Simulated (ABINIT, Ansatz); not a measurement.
**Converging GW for KRb2ScF6 (Fm-3m) in ABINIT**

Wanted: a converged G0W0 gap of KRb2ScF6 (Fm-3m), or an estimate of the limit.

Method: LDA and many-body steps on it, plane waves, in ABINIT 10.8.3.

## Step 1: Set-up

It takes space group Fm-3m (No. 225, cubic). Conventional cell: a = 9.019 Å, b = 9.019 Å, c = 9.019 Å, α = 90.00°, β = 90.00°, γ = 90.00°. K has 6 F at 2.53 Å nearest. Nearest to Rb lie 12 F at 3.20 Å. Nearest to Sc lie 6 F at 1.98 Å. Nearest to F lie 1 Sc at 1.98 Å and 1 K at 2.53 Å and 4 Rb at 3.20 Å. Farther neighbours and most contacts between anions are not listed.

The cell and positions come from the Crystallography Open Database and are kept as given unless a step says otherwise.

## Step 2: Empty states on the mesh, 2×2×2 mesh, 456 bands

This step: ABINIT 10.8.3; DFT, LDA, plane waves, norm-conserving pseudopotentials.

The sums over transitions need many empty states on a uniform mesh; this step solves for them.

File run.abi:

```
acell 3*1.0 Angstrom
rprim 
  0.000000000000 4.509500000000 4.509500000000
  4.509500000000 0.000000000000 4.509500000000
  4.509500000000 4.509500000000 0.000000000000
ntypat 4
znucl 19 37 21 9
natom 10
typat 1 2 2 3 4 4 4 4 4 4
xred 
  0.500000000000 0.500000000000 0.500000000000
  0.250000000000 0.250000000000 0.250000000000
  0.750000000000 0.750000000000 0.750000000000
  0.000000000000 -0.000000000000 0.000000000000
  0.780000000000 0.220000000000 0.220000000000
  0.220000000000 0.780000000000 0.220000000000
  0.220000000000 0.780000000000 0.780000000000
  0.780000000000 0.220000000000 0.780000000000
  0.220000000000 0.220000000000 0.780000000000
  0.780000000000 0.780000000000 0.220000000000
pp_dirpath "pseudos"
pseudos "K.upf, Rb.upf, Sc.upf, F.upf"
ecut 36
ngkpt 2 2 2
nshiftk 1
shiftk 0 0 0
kptopt 1
chksymbreak 0
iscf -2
irdden 1
istwfk *1
nband 456
nbdbuf 40
tolwfr 1e-09
nstep 60
prtvol 0
indata_prefix "in"
outdata_prefix "out"
tmpdata_prefix "tmp"
```

On the command line:

```sh
$ OMP_NUM_THREADS=2 mpirun -n 3 abinit run.abi > log
```

Numbers of over 12 decimals in the logs are rounded to 6 here.

Output:

```text
.Version 10.8.3 of ABINIT. v10.8.2 released Aug 2026.

 Symmetries : space group Fm -3 m (#225); Bravais cF (face-center cubic)
[... echo of the input left out ...]
== DATASET  1 ==================================================================
-   mpi_nproc: 3, omp_nthreads: 2 (-1 if OMP is not activated)

--- !DatasetInfo
iteration_state: {dtset: 1, }
dimensions: {natom: 10, nkpt: 3, mband: 456, nsppol: 1, nspinor: 1, nspden: 1, mpw: 12776, }
cutoff_energies: {ecut:  36.0, pawecutdg:  -1.0, }
[...]
3.47168    3.47171    3.47199    3.48068    3.48072    3.48109    3.48653    3.48671
   3.48772    3.49744    3.49763    3.50222    3.51664    3.51732    3.54634    3.55784
 prteigrs : prtvol=0 or 1, do not print more k-points.

== END DATASET(S) ==============================================================
================================================================================

 -outvars: echo values of variables after computation  --------
            nband         456
             nkpt           3
          spgroup         225
 [... the other variables as echoed above ...]

 Calculation completed.
```

It took 5.6 min on 3 MPI ranks of Intel Xeon 6975P-C (Granite Rapids), shared host; peak memory 0.7 GiB.

Numbers from this step:

```
gap                                                           : 6.248 eV
k of the valence top                                          : 0, 0, 0
k of the conduction bottom                                    : 0, 0, 0
least direct gap                                              : 6.248 eV
k points computed                                             : 3
lowest point of the top converged band, above the valence top : 89.9687 eV
```

On this mesh the gap is 6.248 eV.

The density comes from a self-consistent run that is not shown.

## Step 3: Screening, 2×2×2 mesh, 87 bands, screening to 76.2 eV

The RPA dielectric matrix is built and inverted for each q.

This step: RPA screening on LDA, plane waves, norm-conserving pseudopotentials.

run.abi: that of step 2 with these lines changed.

```diff
@@ -28,10 +28,11 @@
 chksymbreak 0
-iscf -2
-irdden 1
 istwfk *1
-nband 456
-nbdbuf 40
-tolwfr 1e-09
-nstep 60
-prtvol 0
+occopt 1
+irdwfk 1
+optdriver 3
+nband 87
+ecuteps 2.8
+inclvkb 2
+awtr 1
+symchi 1
 indata_prefix "in"
```

On the command line:

```sh
$ OMP_NUM_THREADS=1 mpirun -n 8 abinit run.abi > log
```

Output:

```text
.Version 10.8.3 of ABINIT. v10.8.2 released Aug 2026.

 Symmetries : space group Fm -3 m (#225); Bravais cF (face-center cubic)
[... echo of the input left out ...]
== DATASET  1 ==================================================================
-   mpi_nproc: 8, omp_nthreads: 1 (-1 if OMP is not activated)

--- !DatasetInfo
iteration_state: {dtset: 1, }
dimensions: {natom: 10, nkpt: 3, mband: 87, nsppol: 1, nspinor: 1, nspden: 1, mpw: 12776, }
cutoff_energies: {ecut:  36.0, pawecutdg:  -1.0, }
electrons: {nelect:   8.00000000E+01, charge:   0.00000000E+00, occopt:   1.00000000E+00, tsmear:   1.00000000E-02, }

 SCREENING: Calculation of the susceptibility and dielectric matrices

 Based on a program developped by R.W. Godby, V. Olevano, G. Onida, and L. Reining.
 Incorporated in ABINIT by V. Olevano, G.-M. Rignanese, and M. Torrent.
.Using double precision arithmetic ; gwpc =  8

[... cell and pseudopotentials left out ...]
--------------------------------------------------------------------------------

 ==== K-mesh for the wavefunctions ====
 Number of points in the irreducible wedge :     3
[... list of points left out ...]
 Together with 48 symmetry operations and time-reversal symmetry
 yields     8 points in the full Brillouin Zone.

 ==== Q-mesh for the screening function ====
 Number of points in the irreducible wedge :     3
[... list of points left out ...]
 Together with 48 symmetry operations and time-reversal symmetry
 yields     8 points in the full Brillouin Zone.

 setmesh: FFT mesh size selected  =    45x   45x   45
          total number of points  =        91125

 vcoul_init : cutoff-mode = AUXILIARY_FUNCTION
 q-points for optical limit:   1
     1)      0.000010    0.000020    0.000030

- screening: taking advantage of time-reversal symmetry
- Maximum band index for partially occupied states nbvw = 40
- Remaining bands to be divided among processors   nbcw = 47
- Number of bands treated by each node ~5

 Number of electrons calculated from density =   80.0000; Expected =   80.0000
 average of density, n =  0.064637
 r_s =    1.5458
 omega_plasma =   24.5242 [eV]

 calculating chi0 at frequencies [eV] :
  1    0.000000E+00    0.000000E+00
  2    0.000000E+00    2.452419E+01

--------------------------------------------------------------------------------
  q-point number  1        q = ( 0.000000, 0.000000, 0.000000) [r.l.u.]
--------------------------------------------------------------------------------
[... chi0 elements left out ...]
 For q-point:  0.000010 0.000020 0.000030
  dielectric constant =   2.0169
  dielectric constant without local fields =   2.2008

  Average fulfillment of the sum rule on Im[epsilon] for q-point    1 :     26.43  [%]
[... wings left out ...]
  q-point number  2        q = ( 0.500000, 0.000000, 0.000000) [r.l.u.]
--------------------------------------------------------------------------------
[... chi0 elements left out ...]
  Average fulfillment of the sum rule on Im[epsilon] for q-point    2 :     32.38  [%]

 [... 1 further q-points ...]
```

Run time: 21 s. Hardware: 8 MPI ranks; peak memory 3.8 GiB.

This step gave:

```yaml
eps_infinity_with_local_fields_on_this_mesh_along_the_program_s_q_direction: 2.017
the_same_without_local_fields: 2.201
plasma_frequency: 24.52 eV
plane_waves_in_the_screening_matrix: 283
```

Local fields lower ε∞ by 8 %. On a Γ-centred mesh this coarse the value itself is usually too large, while a short band sum pulls it down.

## Step 4: 87 bands, 76.2 eV

The self-energy is evaluated for the states that the input lists, and the levels follow from it, in one-shot runs by the linearised quasiparticle equation.

This step: G0W0 on LDA, plane waves, norm-conserving pseudopotentials.

run.abi: that of step 3 with these lines changed.

```diff
@@ -31,8 +31,15 @@
 irdwfk 1
-optdriver 3
+optdriver 4
 nband 87
+gwcalctyp 0
+ecutsigx 36
+symsigma 1
+nkptgw 1
+kptgw 
+  0.0000000000 0.0000000000 0.0000000000
+bdgw 
+  38 44
 ecuteps 2.8
-inclvkb 2
-awtr 1
-symchi 1
+irdscr 1
+ppmodel 1
 indata_prefix "in"
```

Output:

```text
.Version 10.8.3 of ABINIT. v10.8.2 released Aug 2026.

 Symmetries : space group Fm -3 m (#225); Bravais cF (face-center cubic)
[... echo of the input left out ...]
== DATASET  1 ==================================================================
-   mpi_nproc: 8, omp_nthreads: 1 (-1 if OMP is not activated)

--- !DatasetInfo
iteration_state: {dtset: 1, }
dimensions: {natom: 10, nkpt: 3, mband: 87, nsppol: 1, nspinor: 1, nspden: 1, mpw: 12776, }
cutoff_energies: {ecut:  36.0, pawecutdg:  -1.0, }
electrons: {nelect:   8.00000000E+01, charge:   0.00000000E+00, occopt:   1.00000000E+00, tsmear:   1.00000000E-02, }

 SIGMA: Calculation of the GW corrections

 Based on a program developped by R.W. Godby, V. Olevano, G. Onida, and L. Reining.
 Incorporated in ABINIT by V. Olevano, G.-M. Rignanese, and M. Torrent.
.Using double precision arithmetic ; gwpc =  8

[... cell and pseudopotentials left out ...]
--------------------------------------------------------------------------------

 ==== K-mesh for the wavefunctions ====
 Number of points in the irreducible wedge :     3
[... list of points left out ...]
 Together with 48 symmetry operations and time-reversal symmetry
 yields     8 points in the full Brillouin Zone.

 ==== Q-mesh for screening function ====
 Number of points in the irreducible wedge :     3
[... list of points left out ...]
 Together with 48 symmetry operations and time-reversal symmetry
 yields     8 points in the full Brillouin Zone.

 vcoul_init : cutoff-mode = AUXILIARY_FUNCTION
 q-points for optical limit:   1
     1)      0.000010    0.000020    0.000030
 setmesh: FFT mesh size selected  =    72x   72x   72
          total number of points  =       373248

 Number of electrons calculated from density =   80.0000; Expected =   80.0000
 average of density, n =  0.064637
 r_s =    1.5458
 omega_plasma =   24.5242 [eV]

 === KS Band Gaps ===
  >>>> For spin  1
   Minimum direct gap =   6.2485 [eV], located at k-point      :   0.0000  0.0000  0.0000
   Fundamental gap    =   6.2485 [eV], Top of valence bands at :   0.0000  0.0000  0.0000
                                       Bottom of conduction at :   0.0000  0.0000  0.0000
 SIGMA fundamental parameters:
 PLASMON POLE MODEL  1
 number of plane-waves for SigmaX                12675
 number of plane-waves for SigmaC and W            283
 number of plane-waves for wavefunctions         12675
 number of bands                                    87
 number of independent spin polarizations            1
 number of spinorial components                      1
 number of k-points in IBZ                           3
 number of q-points in IBZ                           3
 number of symmetry operations                      48
 number of k-points in BZ                            8
 number of q-points in BZ                            8
 number of frequencies for dSigma/dE                 9
 frequency step for dSigma/dE [eV]                0.25
 number of omega for Sigma on real axis              0
 max omega for Sigma on real axis  [eV]           0.00
 zcut for avoiding poles [eV]                     0.10

 EPSILON^-1 parameters (SCR file):
 dimension of the eps^-1 matrix on file            283
 dimension of the eps^-1 matrix used               283
 number of plane-waves for wavefunctions         12675
 number of bands                                    87
 number of q-points in IBZ                           3
 number of frequencies                               2
 number of real frequencies                          1
 number of imag frequencies                          1

 matrix elements of self-energy operator (all in [eV])

 Perturbative Calculation

--- !SelfEnergy_ee
iteration_state: {dtset: 1, }
kpoint     : [   0.000,    0.000,    0.000, ]
spin       : 1
KS_gap     :    6.248
QP_gap     :   10.430
Delta_QP_KS:    4.182
data: !SigmaeeData |
     Band     E0 <VxcDFT>   SigX SigC(E0)      Z dSigC/dE  Sig(E)    E-E0       E
       38  -1.466 -22.167 -29.504   5.019   0.795  -0.258 -24.010  -1.843  -3.309
       39  -1.466 -22.167 -29.504   5.019   0.795  -0.258 -24.010  -1.843  -3.309
       40  -1.466 -22.167 -29.504   5.019   0.795  -0.258 -24.010  -1.843  -3.309
       41   4.782  -8.792  -4.068  -2.132   0.903  -0.108  -6.453   2.339   7.121
       42   6.042 -17.944  -9.843  -3.089   0.832  -0.202 -13.775   4.169  10.211
       43   6.042 -17.944  -9.843  -3.089   0.832  -0.202 -13.775   4.169  10.211
       44   6.042 -17.944  -9.843  -3.089   0.832  -0.202 -13.775   4.169  10.211

== END DATASET(S) ==============================================================
================================================================================

 -outvars: echo values of variables after computation  --------
           etotal      0.0000000000E+00
            nband          87
             nkpt           3
          spgroup         225
 [... the other variables as echoed above ...]

 Calculation completed.
```

The job ended after 5.6 s (8 MPI ranks; peak memory 1.2 GiB; 43 s of CPU time).

This step gave:

```
G0W0 gap on the points computed              : 10.43 eV
starting gap on the mesh                     : 6.248 eV
k of the valence top                         : 0, 0, 0
k of the conduction bottom                   : 0, 0, 0
Z at the valence top                         : 0.795
Z at the conduction bottom                   : 0.903
least direct G0W0 gap on the computed points : 10.43 eV
```

The gap on the mesh goes from 6.25 eV to 10.43 eV, a correction of +4.18 eV.

## Step 5: Screening, 2×2×2 mesh, 193 bands, screening to 141.5 eV

This step: RPA screening on LDA, plane waves, norm-conserving pseudopotentials.

run.abi: that of step 4 with these lines changed.

```diff
@@ -31,15 +31,8 @@
 irdwfk 1
-optdriver 4
-nband 87
-gwcalctyp 0
-ecutsigx 36
-symsigma 1
-nkptgw 1
-kptgw 
-  0.0000000000 0.0000000000 0.0000000000
-bdgw 
-  38 44
-ecuteps 2.8
-irdscr 1
-ppmodel 1
+optdriver 3
+nband 193
+ecuteps 5.2
+inclvkb 2
+awtr 1
+symchi 1
 indata_prefix "in"
```

Output:

```text
.Version 10.8.3 of ABINIT. v10.8.2 released Aug 2026.

 Symmetries : space group Fm -3 m (#225); Bravais cF (face-center cubic)
[... echo of the input left out ...]
== DATASET  1 ==================================================================
-   mpi_nproc: 8, omp_nthreads: 1 (-1 if OMP is not activated)

--- !DatasetInfo
iteration_state: {dtset: 1, }
dimensions: {natom: 10, nkpt: 3, mband: 193, nsppol: 1, nspinor: 1, nspden: 1, mpw: 12776, }
cutoff_energies: {ecut:  36.0, pawecutdg:  -1.0, }
electrons: {nelect:   8.00000000E+01, charge:   0.00000000E+00, occopt:   1.00000000E+00, tsmear:   1.00000000E-02, }

 SCREENING: Calculation of the susceptibility and dielectric matrices

 Based on a program developped by R.W. Godby, V. Olevano, G. Onida, and L. Reining.
 Incorporated in ABINIT by V. Olevano, G.-M. Rignanese, and M. Torrent.
.Using double precision arithmetic ; gwpc =  8

[... cell and pseudopotentials left out ...]
--------------------------------------------------------------------------------

 ==== K-mesh for the wavefunctions ====
 Number of points in the irreducible wedge :     3
[... list of points left out ...]
 Together with 48 symmetry operations and time-reversal symmetry
 yields     8 points in the full Brillouin Zone.

 ==== Q-mesh for the screening function ====
 Number of points in the irreducible wedge :     3
[... list of points left out ...]
 Together with 48 symmetry operations and time-reversal symmetry
 yields     8 points in the full Brillouin Zone.

 setmesh: FFT mesh size selected  =    45x   45x   45
          total number of points  =        91125

 vcoul_init : cutoff-mode = AUXILIARY_FUNCTION
 q-points for optical limit:   1
     1)      0.000010    0.000020    0.000030

- screening: taking advantage of time-reversal symmetry
- Maximum band index for partially occupied states nbvw = 40
- Remaining bands to be divided among processors   nbcw = 153
- Number of bands treated by each node ~19

 Number of electrons calculated from density =   80.0000; Expected =   80.0000
 average of density, n =  0.064637
 r_s =    1.5458
 omega_plasma =   24.5242 [eV]

 calculating chi0 at frequencies [eV] :
  1    0.000000E+00    0.000000E+00
  2    0.000000E+00    2.452419E+01

--------------------------------------------------------------------------------
  q-point number  1        q = ( 0.000000, 0.000000, 0.000000) [r.l.u.]
--------------------------------------------------------------------------------
[... chi0 elements left out ...]
 For q-point:  0.000010 0.000020 0.000030
  dielectric constant =   2.0758
  dielectric constant without local fields =   2.3067

  Average fulfillment of the sum rule on Im[epsilon] for q-point    1 :     49.83  [%]
[... wings left out ...]
  q-point number  2        q = ( 0.500000, 0.000000, 0.000000) [r.l.u.]
--------------------------------------------------------------------------------
[... chi0 elements left out ...]
  Average fulfillment of the sum rule on Im[epsilon] for q-point    2 :     54.57  [%]

 [... 1 further q-points ...]
```

The job ended after 56 s (8 MPI ranks; peak memory 4.4 GiB).

This step gave:

| Property | Result |
| --- | --- |
| ε∞ with local fields, on this mesh, along the program's q direction | 2.076 |
| the same without local fields | 2.307 |
| plasma frequency | 24.52 eV |
| plane waves in the screening matrix | 725 |

(Continued in part 2 of 2.)

[Paths, hosts, dates, memory and timing lines, banners, echoed tables and standing remarks are left out of the program output.]

[Logs are printed without paths, hosts, clocks, repeated set-up lines and the standing remarks that a program may print on its own settings, such as how far it seeks lower states.]

[Runs of the session that timed out or met a known fault of the program may be left out.]

[Hosts, paths, dates, database ids (printed as entryN), source tags and the programs' standing remarks are cut or masked in the printed files.]

[G0W0 gaps are taken among the corrected bands and points alone; a level outside them can change the order at an edge.]

[Where Ansatz stands beside ABINIT at settings called matched, ABINIT's density can come from a denser mesh and the files from another edition; pairs whose starting gaps differed by over 0.03 eV were left out, so agreement reads better than it is.]
